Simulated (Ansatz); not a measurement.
# Lattice dynamics of BiAu3 (built on the sites of a database entry of Cu3Sb), part 2 of 2

Aim: the vibrations of BiAu3 (built on the sites of a database entry of Cu3Sb), their spectra, and whether the structure is stable.

Ansatz 0.2.0; DFT LDA, scalar-relativistic, plane waves, norm-conserving pseudopotentials.

So far: Starting point; Coarse relaxation; Bringing the structure to rest; Tight relaxation. The relaxed cell has a = 6.767 Å (conventional setting).

The structure was built from a prototype and need not be the compound's stable phase.

### 4. Tight relaxation (continued)

Little changed from the start: no atom moved by 0.005 Å and no cell edge by 0.1 %.

Numbers from this step:

* pressure: 0.002014 GPa

The forces vanish by symmetry and the pressure is 0.002 GPa, within the tolerances set. The cell now holds 19.37 Å³/atom.

### 5. Modes at Γ

The zone centre is the only wavevector solved here; it holds the modes that light can see, as far as symmetry allows. No field response is asked, since the mesh shows no gap.

Contents of input.yaml:

```yaml
crystal:
  lattice:
    - [0.0, 3.3835857138, 3.3835857138]
    - [3.3835857138, 0.0, 3.3835857138]
    - [3.3835857138, 3.3835857138, 0.0]
  atoms:
    - { symbol: Au, position: [0.5, 0.5, 0.5] }
    - { symbol: Au, position: [0.25, 0.25, 0.25] }
    - { symbol: Au, position: [0.75, 0.75, 0.75] }
    - { symbol: Bi, position: [0.0, 0.0, 0.0] }
kpoints:
  mp_grid: { grid: [12, 12, 12] }
hamiltonian:
  xc: lda
  pseudopotentials: { kind: nc }
scf:
  occupations: { method: methfessel_paxton, width: 0.2 }
output:
  eigenvalues: true
phonons:
  method: dfpt
```

On the command line:

```sh
$ ansatz run input.yaml --threads 8 --pin off --max-ram 14336MiB --backend cpu --events-out ev --progress --plain --runs-dir out
```

Numbers of over 12 decimals in the logs are rounded to 6 here.

What it wrote:

```text
zone centre: on kpoints.mp_grid the ground state, and the responses unless they are solved on pairs of k-points, stand on 163 of the mesh's 1728 k-points, reduced under 8 symmetry operations, with k and −k counted as one. Each operation leaves every solved displacement unchanged or reverses it
[...]
Crystal: 4 atoms, lattice volume = 77.475 Å³
Basis set: ecut = 1034.032677 eV, 5817 PW (Γ), exchange–correlation on 108×108×108 points (8 copies of the dense FFT grid, shifted against one another)
Bands: 44, of which v1, the nominal top of the filled ones, is band 36 counted from 1 (35 counted from 0)
Symmetry: 48 space group operations
k-points: 163 of 1728 (irreducible under 8 space group operations, time reversal used)
[...]
SCF iter   1: F=—  HF=-14270.207579 eV  |F-HF|=—  |Δ(HF+E_count)|=         —  Δρ=9.84e-2  dr2=1.04e1  ethr=3.10e-3  ⟨swp⟩=10.4  Hψ=32715  notcnv=0  defer=6
[...]
SCF iter  11: F=-14267.408996 eV  HF=-14267.408996 eV  |F-HF|=3.64e-12  |Δ(HF+E_count)|=  3.64e-12  S|Δr|=    0.00e0  Δρ=3.66e-8  dr2=5.98e-13  ethr=1.00e-12  ⟨swp⟩=18.6  Hψ=53760  notcnv=0
SCF 1 converged in 11 iterations: F = -14267.408996 eV  dr2 = 5.98e-13
DFPT response loops at Γ: preconditioner auto → Kerker (q_TF=auto, 2.695 Å⁻¹) (partly filled bands, converged f_vac=0.000); β = 1.00, the filter's whole step (`scf.mixing.beta` (0.50) is not read by the response loops under this deck's `scf.mixing.preconditioner`; to damp them name `kerker` or `kerker_dos`, under which they read `scf.mixing.beta`, and type it under 1.00, their step now; both keys bind the ground state too); Broyden in place of MSR1
SCF converged after 11 iterations
[...]
Free energy (F): -14267.408996 eV
[...]
Internal energy: -14267.410850 eV  (E = F + TS)
E sigma→0 (E₀):  -14267.409460 eV
Entropy (-TS):   0.001854 eV (0.464 meV/atom)
Fermi energy:    18.637320 eV
[...]
--- Band table (eV; the first three rows and the last of 163) ---
  k-point 0: bands = [... 32 lower, 15.2926, 15.2926, 19.5918, 19.7879, 19.7879, 19.7879, 22.4230, 22.4230, ... 4 higher]
  k-point 1: bands = [... 32 lower, 15.3174, 15.3174, 19.3979, 19.7709, 19.7709, 19.7911, 21.9010, 22.2975, ... 4 higher]
  k-point 2: bands = [... 32 lower, 15.3702, 15.3702, 18.6972, 19.7285, 19.7285, 19.9751, 21.2541, 22.0380, ... 4 higher]
  k-point 162: bands = [... 32 lower, 15.2412, 15.6851, 15.6851, 15.7914, 20.7809, 21.5274, 21.9076, 21.9076, ... 4 higher]
--- Phonons (Γ-DFPT): 3 representative perturbations + reference, on 163 of 1728 k-points (Σ response iterations 11) ---
  k mesh reduced under 8 symmetry operations, with k and −k counted as one. Each operation leaves every solved displacement unchanged or reverses it
  ASR residual: 5.733e-4 → 0.000e0 eV/Å²; symmetrization residual: 7.332e-5 eV/Å²
  ASR residual per site (eV/Å²): 1.89e-5 6.29e-5 6.29e-5 5.73e-4
  Γ frequencies (cm⁻¹): 0.00 0.00 0.00 54.66 54.66 54.66 72.49 72.49 72.49 88.45 88.45 88.45
  non-analytic LO–TO correction: not included (Born effective charges unavailable; polar crystals: no LO–TO splitting at Γ)
```

The job ended after 5 min (8 threads of AMD EPYC 7571, shared host; peak memory 5 GiB).

Reading the cycles: dr2 is the Hartree energy of the density residual (eV), the measure of convergence; HF is the Harris–Foulkes estimate of the energy, which meets the free energy F at convergence.

This step gave:

* sum-rule residual before enforcement: 5.73e-4 eV/Å²
* point group: m-3m
* highest optical mode at the zone centre (no LO-TO term): 88.45 cm⁻¹
* lowest optical zone-centre mode: 54.66 cm⁻¹

Patterns of degenerate modes are one choice out of their space. Modes at Γ, with each element's share of the kinetic energy:

| mode | frequency (cm⁻¹) | symmetry | Au % | Bi % |
| --- | --- | --- | --- | --- |
| 1 | 0.0 | acoustic | 74 | 26 |
| 2 | 0.0 | acoustic | 74 | 26 |
| 3 | 0.0 | acoustic | 74 | 26 |
| 4 | 54.7 | T1u | 42 | 58 |
| 5 | 54.7 | T1u | 42 | 58 |
| 6 | 54.7 | T1u | 42 | 58 |
| 7 | 72.5 | T2g | 100 | 0 |
| 8 | 72.5 | T2g | 100 | 0 |
| 9 | 72.5 | T2g | 100 | 0 |
| 10 | 88.5 | T1u | 84 | 16 |
| 11 | 88.5 | T1u | 84 | 16 |
| 12 | 88.5 | T1u | 84 | 16 |

Displacements in mode 5 (54.7 cm⁻¹), the largest set to 1:
```
Au1  0.00  0.05 -0.87
Au2  0.00  0.01 -0.10
Au3  0.00  0.01 -0.10
Bi4  0.00 -0.05  1.00
```

Displacements in mode 7 (72.5 cm⁻¹), the largest set to 1:
```
Au1  0.00  0.00  0.00
Au2  0.12  0.58  1.00
Au3 -0.12 -0.58 -1.00
Bi4  0.00  0.00  0.00
```

Before it was imposed, the acoustic sum rule was missed by 5.7e-4 eV/Å². Small misses are needed for a sound result but don't prove that mesh and cutoff are converged. The lowest optical mode is real, 54.7 cm⁻¹.

### 6. Results

```yaml
space_group_after_relaxation_within_0p01_a: Fm-3m
volume_per_atom: 19.4 Å³
electronic_character: no gap on this mesh
highest_optical_mode_at_the_zone_centre_no_lo_to_term: 88.5 cm⁻¹
lowest_optical_zone_centre_mode: 54.7 cm⁻¹
imaginary_modes_at_gamma_the_only_wavevector_solved: none
```

In words: The structure is stable against zone-centre distortions, since no mode there is imaginary; other wavevectors were not solved, so zone-boundary instabilities are untested. The optical modes at Γ span 55 to 88 cm⁻¹. No dispersion was computed. The highest mode in this list at Γ, 88.5 cm⁻¹, is mostly motion of Au (84 % of the kinetic energy). With no gap, or one that is small against the smearing, the frequencies hang on the k mesh and the smearing, most of all near Kohn anomalies. Spin-orbit coupling is left out, which can matter for the heavy elements here. The starting cell was built on a prototype and not taken from a measurement, so the phase need not exist. These are harmonic frequencies at zero temperature: anharmonic shifts, linewidths and thermal expansion are left out.

[Logs are printed without paths, hosts, clocks, repeated set-up lines and the standing remarks that a program may print on its own settings, such as how far it seeks lower states.]

[Hosts, paths, dates, database ids (printed as entryN), source tags and the programs' standing remarks are cut or masked in the printed files.]
